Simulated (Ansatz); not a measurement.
## KCl (Sylvite): optical spectrum from first principles

Wanted: where KCl (Sylvite) starts to absorb, how strongly, and its refractive index.

Calculated with Ansatz 0.2.0; DFT, PBE, plane-wave PAW, default files, scalar-relativistic, independent-particle optical response without local fields.

The raw output is cut from this account; settings, times and results stay.

## 1. Set-up

The structure is cubic, space group Fm-3m (No. 225). Conventional cell: a = 6.293 Å, b = 6.293 Å, c = 6.293 Å, α = 90.00°, β = 90.00°, γ = 90.00°. K has 6 Cl at 3.15 Å nearest. Nearest to Cl lie 6 K at 3.15 Å. Farther neighbours, and contacts between anions beyond the nearest, are not listed.

## 2. Ground state and bands

First the ground state: is it a metal or has it a gap?

This step: DFT, PBE, plane-wave PAW, default files, scalar-relativistic, ground state (Ansatz 0.2.0).

Input file input.yaml:

```yaml
crystal:
  lattice:
    - [0.0, 3.14647, 3.14647]
    - [3.14647, 0.0, 3.14647]
    - [3.14647, 3.14647, 0.0]
  atoms:
    - { symbol: K, position: [0.0, 0.0, 0.0] }
    - { symbol: Cl, position: [0.5, 0.5, 0.5] }
kpoints:
  mp_grid: { grid: [6, 6, 6] }
  band_path:
    path:
      - [[0.0, 0.0, 0.0], [0.5, 0.0, 0.5], [0.5, 0.25, 0.75], [0.375, 0.375, 0.75], [0.0, 0.0, 0.0], [0.5, 0.5, 0.5], [0.625, 0.25, 0.625], [0.5, 0.25, 0.75], [0.5, 0.5, 0.5], [0.375, 0.375, 0.75]]
      - [[0.625, 0.25, 0.625], [0.5, 0.0, 0.5]]
    npoints: 6
scf:
  occupations: { method: fermi_dirac, width: 0.05 }
  n_extra_bands: 6
hamiltonian:
  xc: pbe
  pseudopotentials: { kind: paw }
output:
  forces: true
  stress: true
  populations: true
  write_bands: true
  write_density: true
  write_potential: true
  elf: true
  volumetric_format: npy
```

Command:

```
> ansatz run input.yaml --threads 4 --pin off --max-ram 8192MiB --backend cpu --events-out ev --progress --plain --runs-dir out
```

The job ended after 0.36 s (4 threads of AMD EPYC 9R45, shared host; peak memory 0.37 GiB).

Read from the output:

```
free energy                  : -2621.2201 eV
Fermi energy                 : 3.509 eV
gap by band count            : 5.189 eV
electrons                    : 16
symmetry operations          : 48
pressure                     : 0.7549 GPa
gap on the k-mesh            : 5.189 eV
volume                       : 62.30 Å³
gap on the path              : 5.189 eV
least direct gap on the path : 5.189 eV
```

There is a gap, 5.19 eV on the path, so no carriers' term is needed. The cell is left with a pressure of 0.8 GPa, as it stands unrelaxed at this level.

The electronic bands at the labelled points (eV, zero at the Fermi level; v1 is the highest filled band, c1 the lowest empty one):

| point | v3 | v2 | v1 | c1 | c2 | c3 | c4 |
| --- | --- | --- | --- | --- | --- | --- | --- |
| Γ | -2.66 | -2.66 | -2.66 | 2.53 | 5.71 | 5.71 | 5.71 |
| halfway | -3.29 | -2.79 | -2.79 | 3.99 | 4.58 | 7.00 | 7.18 |
| X | -3.31 | -2.88 | -2.88 | 3.87 | 5.68 | 7.41 | 7.53 |
| halfway | -3.26 | -3.01 | -2.96 | 4.29 | 6.14 | 6.68 | 7.66 |
| W | -3.14 | -3.13 | -3.13 | 5.37 | 5.37 | 6.78 | 7.20 |
| halfway | -3.19 | -3.19 | -3.00 | 4.82 | 6.04 | 6.68 | 7.34 |
| K | -3.22 | -3.20 | -2.94 | 4.62 | 6.41 | 6.65 | 7.41 |
| halfway | -3.35 | -2.90 | -2.85 | 4.24 | 5.32 | 6.53 | 7.20 |
| Γ | -2.66 | -2.66 | -2.66 | 2.53 | 5.71 | 5.71 | 5.71 |
| halfway | -3.24 | -2.82 | -2.82 | 3.79 | 5.50 | 6.45 | 6.45 |
| L | -3.71 | -2.98 | -2.98 | 4.93 | 5.95 | 7.84 | 7.84 |
| halfway | -3.54 | -3.05 | -2.97 | 5.09 | 5.80 | 7.46 | 7.81 |
| U | -3.22 | -3.20 | -2.94 | 4.62 | 6.41 | 6.65 | 7.41 |
| halfway | -3.19 | -3.19 | -3.00 | 4.82 | 6.04 | 6.68 | 7.34 |
| W | -3.14 | -3.13 | -3.13 | 5.37 | 5.37 | 6.78 | 7.20 |
| halfway | -3.50 | -3.06 | -2.99 | 5.19 | 5.68 | 7.38 | 7.48 |
| L | -3.71 | -2.98 | -2.98 | 4.93 | 5.95 | 7.84 | 7.84 |
| halfway | -3.54 | -3.05 | -2.97 | 5.09 | 5.80 | 7.46 | 7.81 |
| K | -3.22 | -3.20 | -2.94 | 4.62 | 6.41 | 6.65 | 7.41 |
| jump to U | -3.22 | -3.20 | -2.94 | 4.62 | 6.41 | 6.65 | 7.41 |
| halfway | -3.29 | -2.98 | -2.90 | 4.08 | 5.94 | 7.05 | 7.70 |
| X | -3.31 | -2.88 | -2.88 | 3.87 | 5.68 | 7.41 | 7.53 |

ELF in the ac plane of the conventional cell at fractional y = 0.000, with atoms of K and Cl within 0.2 Å of it. It is the smooth field of the valence electrons, not physical close to the nuclei.

Ten even steps from '_' (0.01) to '@' (0.86), each cell a mean:
```
%%@@%%::..##@@@@**%%@@@@==__**@@@@
@@@@**....**@@@@@@@@@@%%--__==%%@@
**++::____==##@@@@@@%%**::__..==**
__________..--======--::__________
====--..____________________::--==
@@@@##==____::==**++--____::**%%@@
@@@@@@**....**@@@@@@%%--__--%%@@@@
**@@@@##..::%%@@%%@@@@++__==@@@@%%
==%%@@##..--@@@@##%%@@**__==@@@@**
%%@@@@##..::%%@@@@@@@@==__==@@@@@@
@@@@%%++____==%%@@%%**::__--##@@@@
####++::______::--::..____..==**##
......________........________....
::..______::++######**==..____..::
%%##==__..++%%@@@@@@@@##--__::**%%
@@@@##....##@@@@%%@@@@@@==__++@@@@
##@@%%::..##@@%%==**@@@@==__**@@%%
```

Electrostatic potential energy in the ac plane of the conventional cell at fractional y = 0.000, with atoms of K and Cl within 0.2 Å of it. With pseudopotentials it is smooth inside the atoms' cores, unlike the true potential.

Values in eV, 9 rows by 16 columns, each cell a mean:
```
-37 -24  -4   4   6   4 -13 -34 -38 -24   0   6   5   1 -15 -33
 -1   2   4   6   7   7   6   3   2   5   7   7   6   5   3   0
  5   6   7   7   7   6   5   3   3   4   5   6   7   7   6   5
-27 -14   2   6   6   2  -9 -24 -27 -16  -1   5   6   5  -6 -23
-47 -36  -5   6   5  -1 -23 -43 -45 -34  -8   3   6   2 -22 -45
-16  -5   5   7   6   3  -4 -15 -17  -9   1   5   7   6   0 -12
  5   6   7   7   7   6   6   5   5   5   6   7   7   7   6   6
 -8  -2   3   6   7   7   4  -3  -5   1   6   7   6   4   0  -6
-42 -30  -7   4   6   3 -19 -41 -44 -31  -3   6   5  -1 -20 -39
```

## 3. Spectrum

With the density converged, the vertical transitions are summed over the zone.

This step: DFT, PBE, plane-wave PAW, default files, scalar-relativistic, independent-particle optical response without local fields (Ansatz 0.2.0).

input.yaml, the sections that differ from step 2:

```yaml
kpoints:
  mp_grid: { grid: [6, 6, 6] }
scf:
  occupations: { method: fixed }
output:
  optics:
    e_range: [0, 22]
    de: 0.05
    sigma: 0.1
    nscf_kmesh: { grid: [10, 10, 10] }
    bands: { spectra_wanted_up_to: 22 }
# crystal, hamiltonian: as in step 2
```

The job ended after 2.5 s (4 threads; peak memory 0.76 GiB).

This step gave:

| Item | Value |
| --- | --- |
| electronic dielectric constant ε∞, mean of the axes | 2.568 |
| absorption onset, first axis (α over 10⁴ cm⁻¹, or the direct gap if that lies higher) | 5.189 eV |
| main peak of Im epsilon, first axis | 10.20 eV |
| least direct gap on the mesh | 5.189 eV |
| bands summed | 38 |
| spectra valid up to | 31.14 eV |
| program's estimate of the k-sum error in Im epsilon | 0.05 % |
| electrons in the f-sum | 12.22 |

Table of Im ε, any direction by photon energy; read off at these points:

| photon energy (eV) | Im ε, any direction |
| --- | --- |
| 5.00 | 3.6e-4 |
| 5.50 | 0.389 |
| 6.00 | 0.613 |
| 6.50 | 0.793 |
| 7.00 | 1.85 |
| 7.50 | 2.88 |
| 8.00 | 4.59 |
| 8.50 | 2.40 |
| 9.00 | 1.58 |
| 9.50 | 1.44 |
| 10.00 | 3.96 |
| 10.20 | 4.93 |
| 10.50 | 3.77 |
| 11.00 | 2.87 |
| 11.50 | 1.52 |
| 12.00 | 0.618 |
| 12.50 | 0.867 |
| 13.00 | 0.820 |
| 13.50 | 1.18 |
| 14.00 | 0.694 |
| 14.50 | 0.341 |
| 15.00 | 0.389 |
| 15.50 | 2.21 |
| 15.80 | 2.50 |
| 16.00 | 1.98 |
| 16.50 | 0.876 |
| 17.00 | 0.546 |
| 17.50 | 0.628 |
| 18.00 | 0.843 |
| 18.50 | 1.15 |
| 18.75 | 1.42 |
| 19.00 | 1.15 |
| 19.50 | 0.774 |
| 20.00 | 0.886 |
| 20.50 | 1.82 |
| 21.00 | 2.64 |
| 21.50 | 1.58 |
| 22.00 | 1.17 |

Re ε, any direction against photon energy:

photon energy (eV), Re ε, any direction and a bar from the least value:
```
      0.0       2.57 ##################
      0.5       2.57 ##################
      1.0       2.59 ##################
      1.5       2.61 ##################
      2.0       2.64 ###################
      2.5       2.68 ###################
      3.0       2.74 ###################
      3.5       2.82 ####################
      4.0       2.93 ####################
      4.5       3.09 #####################
      5.0       3.36 #######################
      5.5       3.68 #########################
      6.0       3.77 #########################
      6.5       4.08 ###########################
      7.0       4.58 ##############################
      7.5       4.16 ############################
      8.0       2.51 ##################
      8.5       1.75 #############
      9.0       1.52 ############
      9.5       2.78 ####################
     10.0       3.49 ########################
     10.5       0.67 #######
     11.0      -0.56 
     11.5      -0.53 
     12.0       0.15 ####
     12.5       0.81 ########
     13.0       0.90 #########
     13.5       0.79 ########
     14.0       0.80 ########
     14.5       1.05 #########
     15.0       2.45 ##################
     15.5       1.30 ###########
     16.0      -0.17 ##
     16.5       0.45 ######
     17.0       0.62 #######
     17.5       1.10 ##########
     18.0       1.26 ###########
     18.5       1.32 ###########
     19.0       0.79 ########
     19.5       1.03 #########
     20.0       1.66 #############
     20.5       1.78 ##############
     21.0       0.37 #####
     21.5      -0.20 ##
     22.0       0.35 #####
```

The loss function −Im 1/ε at q → 0, any direction has structure finer than the step of the table below, so its rows give means over 0.5 eV. Peaks (eV: height): 8.85: 0.356, 12.00: 1.52, 13.80: 0.763, 16.25: 1.05, 19.20: 0.672, 21.75: 0.851.

Loss function −Im 1/ε at q → 0, any direction against energy loss; means over each step:

| energy loss (eV) | loss function −Im 1/ε at q → 0, any direction |
| --- | --- |
| 4.5 | 0 |
| 5.0 | 0.00175 |
| 5.5 | 0.0271 |
| 6.0 | 0.0416 |
| 6.5 | 0.0458 |
| 7.0 | 0.0744 |
| 7.5 | 0.112 |
| 8.0 | 0.183 |
| 8.5 | 0.303 |
| 9.0 | 0.309 |
| 9.5 | 0.155 |
| 10.0 | 0.147 |
| 10.5 | 0.249 |
| 11.0 | 0.339 |
| 11.5 | 0.613 |
| 12.0 | 1.18 |
| 12.5 | 0.674 |
| 13.0 | 0.560 |
| 13.5 | 0.585 |
| 14.0 | 0.655 |
| 14.5 | 0.315 |
| 15.0 | 0.0984 |
| 15.5 | 0.308 |
| 16.0 | 0.601 |
| 16.5 | 0.930 |
| 17.0 | 0.760 |
| 17.5 | 0.393 |
| 18.0 | 0.367 |
| 18.5 | 0.385 |
| 19.0 | 0.586 |
| 19.5 | 0.477 |
| 20.0 | 0.267 |
| 20.5 | 0.280 |
| 21.0 | 0.385 |
| 21.5 | 0.658 |

The reflectivity at normal incidence, any direction has structure finer than the step of the table below, so its rows give means over 0.5 eV. Peaks (eV: height): 8.10: 23.0, 11.20: 30.3, 16.05: 23.2, 18.80: 7.86, 21.25: 22.0.

Table of reflectivity at normal incidence, any direction by photon energy; means over each step:

| photon energy (eV) | reflectivity at normal incidence, any direction (%) |
| --- | --- |
| 0.5 | 5.38 |
| 1.0 | 5.43 |
| 1.5 | 5.53 |
| 2.0 | 5.67 |
| 2.5 | 5.86 |
| 3.0 | 6.11 |
| 3.5 | 6.45 |
| 4.0 | 6.91 |
| 4.5 | 7.56 |
| 5.0 | 8.77 |
| 5.5 | 10.0 |
| 6.0 | 10.6 |
| 6.5 | 12.1 |
| 7.0 | 15.2 |
| 7.5 | 17.2 |
| 8.0 | 21.5 |
| 8.5 | 13.9 |
| 9.0 | 8.59 |
| 9.5 | 9.60 |
| 10.0 | 19.9 |
| 10.5 | 24.7 |
| 11.0 | 28.5 |
| 11.5 | 28.1 |
| 12.0 | 14.0 |
| 12.5 | 4.82 |
| 13.0 | 4.10 |
| 13.5 | 6.43 |
| 14.0 | 3.86 |
| 14.5 | 1.15 |
| 15.0 | 5.50 |
| 15.5 | 12.1 |
| 16.0 | 19.4 |
| 16.5 | 8.65 |
| 17.0 | 3.84 |
| 17.5 | 2.04 |
| 18.0 | 3.28 |
| 18.5 | 5.45 |
| 19.0 | 6.84 |
| 19.5 | 3.06 |
| 20.0 | 4.15 |
| 20.5 | 10.1 |
| 21.0 | 19.0 |
| 21.5 | 20.6 |

Table of refractive index n and extinction k by photon energy:

| photon energy (eV) | n | k |
| --- | --- | --- |
| 0 | 1.60 | 0 |
| 1 | 1.61 | 0 |
| 2 | 1.62 | 0 |
| 3 | 1.66 | 0 |
| 4 | 1.71 | 0 |
| 5 | 1.83 | 9.7e-5 |
| 6 | 1.95 | 0.157 |
| 7 | 2.18 | 0.424 |
| 8 | 1.97 | 1.17 |
| 9 | 1.36 | 0.580 |
| 10 | 2.09 | 0.946 |
| 11 | 1.09 | 1.32 |
| 12 | 0.629 | 0.491 |
| 13 | 1.03 | 0.399 |
| 14 | 0.962 | 0.361 |
| 15 | 1.57 | 0.124 |
| 16 | 0.954 | 1.04 |
| 17 | 0.853 | 0.320 |
| 18 | 1.18 | 0.358 |
| 19 | 1.05 | 0.551 |
| 20 | 1.33 | 0.333 |
| 21 | 1.23 | 1.07 |
| 22 | 0.888 | 0.659 |

From ε follow the optical constants at some laser lines:

| wavelength (nm) | n | k | R (%) | 1/α |
| --- | --- | --- | --- | --- |
| 1550 | 1.61 | 0.000 | 5.4 | over 1 mm |
| 1064 | 1.61 | 0.000 | 5.5 | over 1 mm |
| 633 | 1.62 | 0.000 | 5.7 | over 1 mm |
| 532 | 1.63 | 0.000 | 5.8 | over 1 mm |
| 405 | 1.66 | 0.000 | 6.1 | over 1 mm |
| 365 | 1.67 | 0.000 | 6.4 | over 1 mm |
| 248 | 1.83 | 0.000 | 8.7 | 206 µm |

A film 1 µm thick would pass 89 % of daylight and look colourless in transmission (x = 0.313, y = 0.330).

The first strong peak, at 8.00 eV, fits the second-highest filled and the lowest empty band, which run nearly parallel at that distance over 86 % of L–U; the match rests on energies alone.

The f-sum over the summed bands holds 12.2 of the cell's 16 electrons outside the frozen cores, 10 of which lie in bands more than 12 eV below the Fermi level, whose transitions come at higher energies. Up to 22 eV the strength has a mean oscillator energy of 12.0 eV, close to the main peak.

## 4. Static response with local fields

Perturbation theory gives the static response with local fields and the functional's kernel, and it needs no empty bands.

This step: DFT, PBE, plane-wave PAW, default files, scalar-relativistic, static field response by perturbation theory with local fields (Ansatz 0.2.0).

input.yaml, the sections that differ from step 3:

```yaml
dielectric: {}
# crystal, kpoints, scf, hamiltonian: as in step 3
# output: removed
```

The job ended after 0.87 s (4 threads; peak memory 0.43 GiB; 2.9 s of CPU time).

Numbers from this step:

```
electronic dielectric constant ε∞, mean of the axes : 2.322
```

ε∞ with local fields:

```
2.32 0.00 0.00
0.00 2.32 0.00
0.00 0.00 2.32
```

Diagonal elements. Born, by row:

| atom | Z*xx (e) | Z*yy (e) | Z*zz (e) |
| --- | --- | --- | --- |
| K1 | 1.125 | 1.125 | 1.125 |
| Cl2 | -1.125 | -1.125 | -1.125 |

Mean Born charges are K +1.13 and Cl -1.13, against formal valences of +1 and -1. The largest lies a little above its ionic value.

## 5. Summary of results

- gap on the path: 5.19 eV
- least direct gap on the path: 5.19 eV
- electronic dielectric constant ε∞, mean of the axes (independent particles): 2.57
- absorption onset, first axis (α over 10⁴ cm⁻¹, or the direct gap if that lies higher): 5.19 eV
- main peak of Im epsilon, first axis: 10.2 eV
- electronic dielectric constant ε∞, mean of the axes (static response with local fields): 2.32

**Reading.** At this level (PBE, independent particles) KCl has ε∞ = 2.57 (2.32 with local fields) and n = 1.61 at 1550 nm; absorption sets in near 5.2 eV, and Im ε peaks at 10.2 eV. The gap on the path is direct, 5.19 eV. Absorption is strong from the direct gap on, 5.19 eV, in the ultraviolet, so the visible is passed. Im ε has its chief maxima at 8.00 eV (4.6), 8.61 eV (2.6), 10.20 eV (4.9) and 20.94 eV (2.7). The first strong peak, at 8.00 eV, fits the second-highest filled and the lowest empty band, which run nearly parallel at that distance over 86 % of L–U; the match rests on energies alone. A film 1 µm thick would pass 89 % of daylight and look colourless in transmission (x = 0.313, y = 0.330). With local fields and the functional's kernel the static response is 2.32 against 2.57 for independent particles (-10 %). In the base spectrum excitons and phonon-assisted transitions are missing, and so are local fields; PBE gaps are as a rule too small, which pulls the onset down and ε∞ up. In the base run ε includes the program's bounded estimate of what the bands above those summed add.

[Long decimals in the printed logs are rounded to 6 places.]

[Logs are printed without paths, hosts, clocks, repeated set-up lines and the standing remarks that a program may print on its own settings, such as how far it seeks lower states.]

[Hosts, paths, dates, database ids (printed as entryN), source tags and the programs' standing remarks are cut or masked in the printed files.]

[Where the starting crystal was built by hand or by swapping elements, it need not be the compound's stable phase.]

[The count of steps not shown may lack steps that the program refused or didn't finish.]
